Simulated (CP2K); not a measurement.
Two runs for the C K edge of formaldoxime. Run A: CP2K XAS_TDP, all-electron GAPW, PBEh(45%), aug-cc-pVTZ, TDA, no relativity. Run B differs in one setting.

First lines with a strength over 0.0015. A:

| atom | energy (eV) | states | strength, one atom |
| --- | --- | --- | --- |
| C1 (bonded to N and 2 H) | 280.82 | 1 | 0.0546 |
|  | 284.74 | 1 | 0.0080 |
|  | 285.19 | 1 | 0.0199 |
|  | 285.72 | 1 | 0.0051 |
|  | 286.19 | 1 | 0.0021 |

B:

| atom | energy (eV) | states | strength, one atom |
| --- | --- | --- | --- |
| C1 (bonded to N and 2 H) | 286.00 | 1 | 0.0536 |
|  | 289.92 | 1 | 0.0078 |
|  | 290.38 | 1 | 0.0196 |
|  | 290.91 | 1 | 0.0050 |
|  | 291.37 | 1 | 0.0021 |

Which was it: the functional, the basis, scalar relativity switched on, GW2X switched on?

GW2X switched on. GW2X shifts an atom's lines together and keeps their spacings. Against PBEh(45%) in aug-cc-pVTZ, the leading line moves by +5.18 eV, to 286.00 eV.

[Hosts, paths, dates, database ids (printed as entryN), source tags and the programs' standing remarks are cut or masked in the printed files.]
